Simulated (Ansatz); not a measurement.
## Optical response of SiO2 (Quartz): ground state and bands

Ansatz 0.2.0; DFT, PBE, plane-wave PAW, default files, scalar-relativistic, ground state.

The self-consistent density comes first; it also tells whether there is a gap, which decides the occupations and the need for a Drude term.

input.yaml reads:

```yaml
crystal:
  lattice:
    - [4.9158, 0.0, 0.0]
    - [-2.4579, 4.2572076799, 0.0]
    - [0.0, 0.0, 5.4091]
  atoms:
    - { symbol: Si, position: [0.4697, 0.4697, 0.0] }
    - { symbol: Si, position: [0.0, 0.5303, 0.6666666667] }
    - { symbol: Si, position: [0.5303, 0.0, 0.3333333333] }
    - { symbol: O, position: [0.8538, 0.268, 0.4523333333] }
    - { symbol: O, position: [0.732, 0.5858, 0.7856666667] }
    - { symbol: O, position: [0.4142, 0.1462, 0.119] }
    - { symbol: O, position: [0.268, 0.8538, 0.5476666667] }
    - { symbol: O, position: [0.5858, 0.732, 0.2143333333] }
    - { symbol: O, position: [0.1462, 0.4142, 0.881] }
kpoints:
  mp_grid: { grid: [6, 6, 5] }
  band_path:
    path:
      - [[0.0, 0.0, 0.0], [0.5, 0.0, 0.0], [0.33333333, 0.33333333, 0.0], [0.0, 0.0, 0.0], [0.0, 0.0, 0.5], [0.5, 0.0, 0.5], [0.33333333, 0.33333333, 0.5], [0.0, 0.0, 0.5]]
      - [[0.5, 0.0, 0.5], [0.5, 0.0, 0.0]]
      - [[0.33333333, 0.33333333, 0.0], [0.33333333, 0.33333333, 0.5]]
    npoints: 5
scf:
  occupations: { method: fermi_dirac, width: 0.05 }
  n_extra_bands: 13
hamiltonian:
  xc: pbe
  pseudopotentials: { kind: paw }
output:
  forces: true
  stress: true
  populations: true
  write_bands: true
```

Started as:

```bash
$ ansatz run input.yaml --threads 4 --pin off --max-ram 8192MiB --backend cpu --events-out ev --progress --plain --runs-dir out
```

Q: Predict the electronic bands.

The 48 valence electrons fill 24 bands exactly, which allows a gap.

This step gave:

```
gap on the k-mesh            : 5.995 eV
volume                       : 113.2 Å³
gap on the path              : 5.995 eV
least direct gap on the path : 6.309 eV
```

The electronic bands at the labelled points (eV, zero at the Fermi level; v1 is the highest filled band, c1 the lowest empty one):

```
          point     v4     v3     v2     v1    c1    c2    c3    c4
              Γ  -4.08  -3.77  -3.40  -3.40  2.91  6.24  6.24  6.69
0.40 of the way  -4.08  -3.89  -3.33  -3.28  3.51  6.22  6.29  6.76
              M  -4.12  -3.87  -3.35  -3.12  5.18  5.92  6.64  6.66
0.40 of the way  -4.16  -3.75  -3.38  -3.10  5.31  5.96  6.57  6.79
              K  -4.31  -3.52  -3.52  -3.08  5.85  5.85  6.34  7.31
0.40 of the way  -4.06  -3.87  -3.35  -3.15  4.44  6.30  6.42  6.93
              Γ  -4.08  -3.77  -3.40  -3.40  2.91  6.24  6.24  6.69
0.40 of the way  -4.10  -3.67  -3.35  -3.20  3.31  6.08  6.25  6.32
              A  -4.28  -3.30  -3.30  -3.17  4.86  4.86  5.98  6.67
0.60 of the way  -4.12  -3.62  -3.56  -3.24  5.40  5.61  6.41  6.65
              L  -3.97  -3.92  -3.68  -3.27  5.84  6.31  6.61  6.76
0.60 of the way  -3.96  -3.90  -3.71  -3.46  5.88  6.54  6.73  6.82
              H  -4.02  -3.85  -3.67  -3.67  5.93  6.72  6.72  7.02
0.40 of the way  -4.09  -3.71  -3.53  -3.36  5.54  5.82  6.45  6.88
              A  -4.28  -3.30  -3.30  -3.17  4.86  4.86  5.98  6.67
      jump to L  -3.97  -3.92  -3.68  -3.27  5.84  6.31  6.61  6.76
0.40 of the way  -4.06  -3.77  -3.60  -3.22  5.57  6.05  6.51  6.97
              M  -4.12  -3.87  -3.35  -3.12  5.18  5.92  6.64  6.66
      jump to K  -4.31  -3.52  -3.52  -3.08  5.85  5.85  6.34  7.31
0.40 of the way  -4.14  -3.60  -3.56  -3.21  5.83  6.07  6.46  7.20
              H  -4.02  -3.85  -3.67  -3.67  5.93  6.72  6.72  7.02
```

[Logs are printed without paths, hosts, clocks, repeated set-up lines and the standing remarks that a program may print on its own settings, such as how far it seeks lower states.]

[Hosts, paths, dates, database ids (printed as entryN), source tags and the programs' standing remarks are cut or masked in the printed files.]
